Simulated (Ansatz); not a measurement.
## Lattice dynamics of BaCdBO3F (built on the sites of a database entry of BaZnBO3F)

How does BaCdBO3F (built on the sites of a database entry of BaZnBO3F) vibrate, and is this structure a minimum?

Calculated with Ansatz 0.2.0; DFT PBEsol, scalar-relativistic, plane waves, PAW.

This is a report of a sequence of runs, with most program output left out.

The structure was built from a prototype and need not be the compound's stable phase.

## Step 1: The structure

It takes space group P-6 (No. 174, hexagonal). Conventional cell: a = 5.180 Å, b = 5.180 Å, c = 4.377 Å, α = 90.00°, β = 90.00°, γ = 120.00°. Nearest to Ba lie 6 O at 2.86 Å and 3 F at 2.99 Å. Nearest to Cd lie 3 O at 1.98 Å and 2 F at 2.19 Å. Nearest to B lie 3 O at 1.40 Å. Nearest to O lie 1 B at 1.40 Å and 1 Cd at 1.98 Å and 2 Ba at 2.86 Å. F has 2 Cd at 2.19 Å and 3 Ba at 2.99 Å nearest. Farther neighbours and most contacts between anions are not listed.

## Step 2: Rough relaxation

A rough relaxation comes first, because large forces or stress need no tight tolerances yet.

Contents of input.yaml:

```yaml
crystal:
  lattice:
    - [5.1802, 0.0, 0.0]
    - [-2.5901, 4.48619, 0.0]
    - [0.0, 0.0, 4.37665]
  atoms:
    - { symbol: Ba, position: [0.0, 0.0, 0.0] }
    - { symbol: Cd, position: [0.3333333333, 0.6666666667, 0.5] }
    - { symbol: B, position: [0.6666666667, 0.3333333333, 0.5] }
    - { symbol: O, position: [0.3862, 0.313, 0.5] }
    - { symbol: O, position: [0.9268, 0.6138, 0.5] }
    - { symbol: O, position: [0.687, 0.0732, 0.5] }
    - { symbol: F, position: [0.3333333333, 0.6666666667, 0.0] }
kpoints:
  mp_grid: { grid: [6, 6, 4] }
hamiltonian:
  xc: pbesol
scf:
  occupations: { method: gaussian, width: 0.1 }
output:
  forces: true
  stress: true
  eigenvalues: true
relax:
  adjacent_minimum: "off"
  f_tol: 0.05
  max_steps: 80
  cell: { stress_tol: 0.5 }
```

Command:

```bash
ansatz run input.yaml --threads 8 --pin off --max-ram 14336MiB --backend cpu --events-out ev --progress --plain --runs-dir out
```

Run time: 5.1 s. Hardware: 8 threads of Intel Xeon 6975P-C (Granite Rapids), shared host; peak memory 0.59 GiB.

Step by step:

| step | energy less that of the first step (eV) | largest force component (eV/Å) | pressure (GPa) | volume (Å³) |
| --- | --- | --- | --- | --- |
| 1 | 0.0000 | 3.1930 | 6.64 | 101.71 |
| 2 | -0.6601 | 1.0770 | 0.76 | 104.01 |
| 3 | -0.7732 | 0.5608 | 0.94 | 101.98 |
| 4 | -0.7970 | 0.1216 | -0.66 | 103.69 |
| 5 | -0.8022 | 0.0205 | -0.04 | 102.94 |
| 6* | -0.8068 | 0.0204 | 0.04 | 102.94 |

Relaxation steps marked * repeat the geometry before them on a plane-wave basis chosen anew for their cell, so energy and pressure can jump there.

The run keeps the 6 symmetry operations that it works with, so distortions that break them were not tested.

| conventional cell, symmetrised | before | after | change |
| --- | --- | --- | --- |
| a (Å) | 5.180 | 5.188 | +0.1 % |
| b (Å) | 5.180 | 5.188 | +0.1 % |
| c (Å) | 4.377 | 4.417 | +0.9 % |
| volume (Å³/atom) | 14.53 | 14.71 | +1.2 % |

The atoms that moved most (Å, as changes of fractional coordinates times the final cell):

| atom | dx | dy | dz | length |
| --- | --- | --- | --- | --- |
| O4 | 0.054 | -0.219 | 0.000 | 0.226 |
| O5 | -0.217 | 0.063 | 0.000 | 0.226 |
| O6 | 0.163 | 0.156 | 0.000 | 0.226 |

A gap read on the k-mesh alone can miss the band edges.

Numbers from this step:

```yaml
pressure: 0.04030 GPa
gap_on_the_k_mesh: 2.765 eV
volume_per_atom: 14.71 Å³
direct_gap_on_mesh: 3.559 eV
```

In this step the volume went from 14.53 to 14.71 Å³/atom.

## Step 3: Bringing the structure to rest

Harmonic phonons are second derivatives at a point where the forces vanish, and they are wanted at zero stress, so atoms and cell are relaxed first.

Contents of input.yaml:

```yaml
crystal:
  lattice:
    - [5.1878625401, 0.0, 0.0]
    - [-2.59393127, 4.492820751, 0.0]
    - [0.0, 0.0, 4.4166296606]
  atoms:
    - { symbol: Ba, position: [0.0, 0.0, 0.0] }
    - { symbol: Cd, position: [0.3333333333, 0.6666666667, 0.5] }
    - { symbol: B, position: [0.6666666667, 0.3333333333, 0.5] }
    - { symbol: O, position: [0.3721281867, 0.2642211341, 0.5] }
    - { symbol: O, position: [0.8920929474, 0.6278718133, 0.5] }
    - { symbol: O, position: [0.7357788659, 0.1079070526, 0.5] }
    - { symbol: F, position: [0.3333333333, 0.6666666667, 0.0] }
kpoints:
  mp_grid: { grid: [6, 6, 4] }
hamiltonian:
  xc: pbesol
scf:
  occupations: { method: gaussian, width: 0.02 }
output:
  forces: true
  stress: true
  eigenvalues: true
relax:
  adjacent_minimum: "off"
  f_tol: 0.005
  max_steps: 80
  cell: { stress_tol: 0.05 }
```

Wall time 3.4 s (8 threads); peak memory 0.6 GiB.

Little changed from the start: no atom moved by 0.005 Å and no cell edge by 0.1 %.

Numbers from this step:

```
pressure           : -0.001489 GPa
gap on the k-mesh  : 2.762 eV
volume per atom    : 14.72 Å³
direct gap on mesh : 3.557 eV
```

In this step the volume went from 14.71 to 14.72 Å³/atom.

## Step 4: Relaxing to small forces for the phonons

Phonons need a cell at rest on their own settings, so the relaxation is repeated with tight tolerances on forces and stress on the k mesh and occupations of the first response run.

Contents of input.yaml:

```yaml
crystal:
  lattice:
    - [5.1888793602, 0.0, 0.0]
    - [-2.5944396801, 4.4937013431, 0.0]
    - [0.0, 0.0, 4.41816961]
  atoms:
    - { symbol: Ba, position: [0.0, 0.0, 0.0] }
    - { symbol: Cd, position: [0.3333333333, 0.6666666667, 0.5] }
    - { symbol: B, position: [0.6666666667, 0.3333333333, 0.5] }
    - { symbol: O, position: [0.3722416931, 0.2642533303, 0.5] }
    - { symbol: O, position: [0.8920116372, 0.6277583069, 0.5] }
    - { symbol: O, position: [0.7357466697, 0.1079883628, 0.5] }
    - { symbol: F, position: [0.3333333333, 0.6666666667, 0.0] }
kpoints:
  mp_grid: { grid: [6, 6, 4] }
hamiltonian:
  xc: pbesol
scf:
  occupations: { method: fixed }
output:
  forces: true
  stress: true
  eigenvalues: true
  write_density: true
  write_potential: true
  elf: true
  volumetric_format: npy
relax:
  adjacent_minimum: "off"
  f_tol: 0.001
  max_steps: 60
  cell: { stress_tol: 0.01 }
```

Run time: 5.3 s. Hardware: 8 threads; peak memory 0.6 GiB.

Little changed from the start: no atom moved by 0.005 Å and no cell edge by 0.1 %.

Numbers from this step:

```yaml
pressure: 5.20e-4 GPa
gap_on_the_k_mesh: 2.760 eV
direct_gap_on_mesh: 3.556 eV
```

Electrostatic potential energy in the ab plane at fractional z = 0.500, with atoms of Cd and B and O within 0.2 Å of it. With pseudopotentials it is smooth inside the atoms' cores, unlike the true potential.

Ten even steps from '_' (-44 eV) to '@' (13 eV), each cell a mean:
```
@@@@@@@@@@@@@@@@%%%%@@@@@@@@
@@@@@@@@%%##**##%%@@@@@@@@@@
@@@@@@##++++++**%%@@@@@@@@%%
++@@%%++==--==**%%@@@@@@++--
++%%**==----==##@@@@@@++....
%%%%++======**%%@@@@##::__::
@@%%**++++**%%@@@@%%**----##
@@%%####%%%%%%@@%%==--++%%@@
@@@@@@@@%%==--**--____++@@@@
@@@@@@%%==__..==..__::##@@@@
@@@@@@**::__--**----====##@@
@@@@@@##====##%%##==....**@@
@@@@@@@@%%@@@@@@##..__::%%@@
@@@@@@@@@@@@@@@@**----##@@@@
```
Columns run along a (5.2 Å; values clipped at the 3rd and 97th percentile), rows up along b (5.2 Å). Atoms in or near the plane, at fractional coordinates: Cd at (0.33, 0.67), B at (0.67, 0.33), O at (0.37, 0.26), O at (0.89, 0.63), O at (0.74, 0.11).

ELF in the ab plane at fractional z = 0.500, with atoms of Cd and B and O within 0.2 Å of it. It is the smooth field of the valence electrons, not physical close to the nuclei.

Ten even steps from '_' (0.02) to '@' (0.85), each cell a mean:
```
____________..::##%%##==____
==::____..::::..::--::__..--
%%++..::==++++--..____--##@@
@@**..==##%%**--..__--%%@@@@
@@==::**@@@@++::__..**@@**##
##::--**%%**--..__::##%%++%%
--..--++==::..::..--%%@@%%%%
__..::::..==##**----##%%++::
____..::##@@%%@@++__..--::__
..__::##%%++##@@==..==**++==
..__++@@%%++%%##--##@@%%@@##
....**@@@@%%**--**@@**##@@##
__..**@@@@**::::%%##++%%@@==
____::==--..__==@@@@@@@@++__
```
Columns run along a (5.2 Å), rows up along b (5.2 Å). Atoms in or near the plane, at fractional coordinates: Cd at (0.33, 0.67), B at (0.67, 0.33), O at (0.37, 0.26), O at (0.89, 0.63), O at (0.74, 0.11).

Valence density in the ab plane at fractional z = 0.500, with atoms of Cd and B and O within 0.2 Å of it. It is the smooth field of the valence electrons, not physical close to the nuclei.

Ten steps, logarithmic in the rise over the least value, from '0' (0 e/Å³) to '9' (21 e/Å³), each cell a mean:
```
00000012332100
10001332210000
31125764100023
42268984101356
52489973002577
32589841013676
12466421124553
01222232234431
00013554323210
00135765323321
00146764345542
00245532357641
00123211467631
00011002466410
```
Columns run along a (5.2 Å), rows up along b (5.2 Å). Atoms in or near the plane, at fractional coordinates: Cd at (0.33, 0.67), B at (0.67, 0.33), O at (0.37, 0.26), O at (0.89, 0.63), O at (0.74, 0.11).

The largest force component left is 0.45 meV/Å and the pressure is 0.001 GPa, within the tolerances set. The cell now holds 14.72 Å³/atom.

## Step 5: Modes at Γ

The zone centre comes first: it holds the modes that light can see, as far as symmetry allows. The response to a homogeneous field gives the Born charges and the dielectric tensor.

Contents of input.yaml:

```yaml
crystal:
  lattice:
    - [5.188433932, 0.0, 0.0]
    - [-2.594216966, 4.493315591, 0.0]
    - [0.0, 0.0, 4.4187726628]
  atoms:
    - { symbol: Ba, position: [0.0, 0.0, 0.0] }
    - { symbol: Cd, position: [0.3333333333, 0.6666666667, 0.5] }
    - { symbol: B, position: [0.6666666667, 0.3333333333, 0.5] }
    - { symbol: O, position: [0.3722092563, 0.2641726768, 0.5] }
    - { symbol: O, position: [0.8919634205, 0.6277907437, 0.5] }
    - { symbol: O, position: [0.7358273232, 0.1080365795, 0.5] }
    - { symbol: F, position: [0.3333333333, 0.6666666667, 0.0] }
kpoints:
  mp_grid: { grid: [6, 6, 4] }
hamiltonian:
  xc: pbesol
scf:
  occupations: { method: fixed }
output:
  eigenvalues: true
phonons:
  method: dfpt
  dielectric: true
  rigid_motions: translations
```

It took 40 s on 8 threads; peak memory 1.6 GiB; 4.5 min of CPU time.

Numbers from this step:

| Quantity | Value |
| --- | --- |
| sum-rule residual before enforcement | 6.07e-4 eV/Å² |
| miss of the charge sum rule | 0.003167 e |
| estimated error of the dielectric tensor | 0.008634 |
| estimated error of the Born charges | 0.02172 e |
| point group | -6 |
| highest optical mode at the zone centre (no LO-TO term) | 1225 cm⁻¹ |
| lowest optical zone-centre mode | 54.69 cm⁻¹ |
| mean high-frequency dielectric constant | 3.243 |
| largest Born charge (third of the trace) | 2.708 e |
| mean static dielectric constant | 21.97 |
| top of the zone-centre spectrum with the field | 1307 cm⁻¹ |

Without the LO-TO term. Patterns of degenerate modes are one choice out of their space. The modes at Γ (shares of kinetic energy by element, %):

| mode | frequency (cm⁻¹) | symmetry | Ba % | Cd % | B % | O % | F % |
| --- | --- | --- | --- | --- | --- | --- | --- |
| 1 | 0.0 | acoustic | 42 | 34 | 3 | 15 | 6 |
| 2 | 0.0 | acoustic | 42 | 34 | 3 | 15 | 6 |
| 3 | 0.0 | acoustic | 42 | 34 | 3 | 15 | 6 |
| 4 | 54.7 | E' | 9 | 1 | 0 | 0 | 90 |
| 5 | 54.7 | E' | 9 | 1 | 0 | 0 | 90 |
| 6 | 96.4 | A'' | 58 | 30 | 1 | 6 | 5 |
| 7 | 103.7 | E' | 49 | 41 | 1 | 6 | 3 |
| 8 | 103.7 | E' | 49 | 41 | 1 | 6 | 3 |
| 9 | 153.3 | E'' | 0 | 0 | 0 | 100 | 0 |
| 10 | 153.3 | E'' | 0 | 0 | 0 | 100 | 0 |
| 11 | 154.4 | A'' | 1 | 26 | 14 | 59 | 0 |
| 12 | 243.4 | E' | 1 | 23 | 14 | 61 | 1 |
| 13 | 243.4 | E' | 1 | 23 | 14 | 61 | 1 |
| 14 | 333.3 | A' | 0 | 0 | 0 | 100 | 0 |
| 15 | 429.9 | A'' | 0 | 10 | 0 | 1 | 89 |
| 16 | 602.0 | E' | 0 | 1 | 7 | 92 | 0 |
| 17 | 602.0 | E' | 0 | 1 | 7 | 92 | 0 |
| 18 | 713.0 | A'' | 0 | 0 | 81 | 19 | 0 |
| 19 | 903.3 | A' | 0 | 0 | 0 | 100 | 0 |
| 20 | 1225.5 | E' | 0 | 0 | 75 | 25 | 0 |
| 21 | 1225.5 | E' | 0 | 0 | 75 | 25 | 0 |

Displacements in mode 5 (54.7 cm⁻¹), the largest set to 1:
```
Ba1  0.00 -0.12  0.00
Cd2  0.03 -0.04  0.00
B3   0.03  0.00  0.00
O4   0.00  0.03  0.00
O5   0.01  0.01  0.00
O6   0.03  0.03  0.00
F7  -0.20  1.00  0.00
```

Displacements in mode 6 (96.4 cm⁻¹), the largest set to 1:
```
Ba1  0.00  0.00  1.00
Cd2  0.00  0.00 -0.80
B3   0.00  0.00 -0.54
O4   0.00  0.00 -0.57
O5   0.00  0.00 -0.57
O6   0.00  0.00 -0.57
F7   0.00  0.00 -0.75
```

Optical modes at the zone centre, without and with the macroscopic field of the longitudinal modes; each column is sorted by frequency, so a row need not hold one and the same mode. Modes with and without the field, by row:

| rank among optical modes | no field (cm⁻¹) | q along (1, 0, 0) (cm⁻¹) | q along (0, 0, 1) (cm⁻¹) |
| --- | --- | --- | --- |
| 1 | 54.7 | 54.7 | 54.7 |
| 2 | 54.7 | 95.3 | 54.7 |
| 3 | 96.4 | 96.4 | 103.7 |
| 4 | 103.7 | 103.7 | 103.7 |
| 5 | 103.7 | 119 | 113.3 |
| 6 | 153.3 | 153.3 | 153.3 |
| 7 | 153.3 | 153.3 | 153.3 |
| 8 | 154.4 | 154.4 | 243.4 |
| 9 | 243.4 | 243.4 | 243.4 |
| 10 | 243.4 | 316.1 | 254.2 |
| 11 | 333.3 | 333.3 | 333.3 |
| 12 | 429.9 | 429.9 | 468.8 |
| 13 | 602 | 602 | 602 |
| 14 | 602 | 607.8 | 602 |
| 15 | 713 | 713 | 721.5 |
| 16 | 903.3 | 903.3 | 903.3 |
| 17 | 1226 | 1226 | 1226 |
| 18 | 1226 | 1307 | 1226 |

Born charge (rows field, columns displacement) (e), principal values of the symmetric part by kind of site:

| atom | atoms with these values | low | middle | high | mean |
| --- | --- | --- | --- | --- | --- |
| Ba1 | 1 | 2.40 | 2.40 | 3.32 | 2.71 |
| Cd2 | 1 | 2.16 | 2.36 | 2.36 | 2.30 |
| B3 | 1 | 0.09 | 2.82 | 2.82 | 1.91 |
| O4 | 3 | -2.63 | -1.69 | -1.24 | -1.85 |
| F7 | 1 | -1.84 | -1.11 | -1.11 | -1.35 |

In full for B3:

```
 2.82  0.44  0.00
-0.44  2.82  0.00
 0.00  0.00  0.09
```

High-frequency dielectric tensor:

```
3.32 0.00 0.00
0.00 3.32 0.00
0.00 0.00 3.08
```

Static dielectric tensor (ions relaxed, fixed cell):

```
25.94  0.00  0.00
 0.00 25.94  0.00
 0.00  0.00 14.04
```

Transverse modes. Lines of the infrared spectrum (strongest = 100):

| position (cm⁻¹) | relative intensity |
| --- | --- |
| 55 | 8.8 |
| 96 | 3.9 |
| 104 | 0.8 |
| 153 | 0.0 |
| 154 | 9.0 |
| 243 | 20 |
| 333 | 0.0 |
| 430 | 6.2 |
| 602 | 3.5 |
| 713 | 2.3 |
| 903 | 0.0 |
| 1226 | 100 |

Before it was imposed, the acoustic sum rule was missed by 6.1e-4 eV/Å² and the charge sum rule by 0.0032 e. Small misses are needed for a sound result but don't prove that mesh and cutoff are converged. The lowest optical mode is real, 54.7 cm⁻¹.

[end of part 1 of 2]

[Logs are printed without paths, hosts, clocks, repeated set-up lines and the standing remarks that a program may print on its own settings, such as how far it seeks lower states.]

[Hosts, paths, dates, database ids (printed as entryN), source tags and the programs' standing remarks are cut or masked in the printed files.]
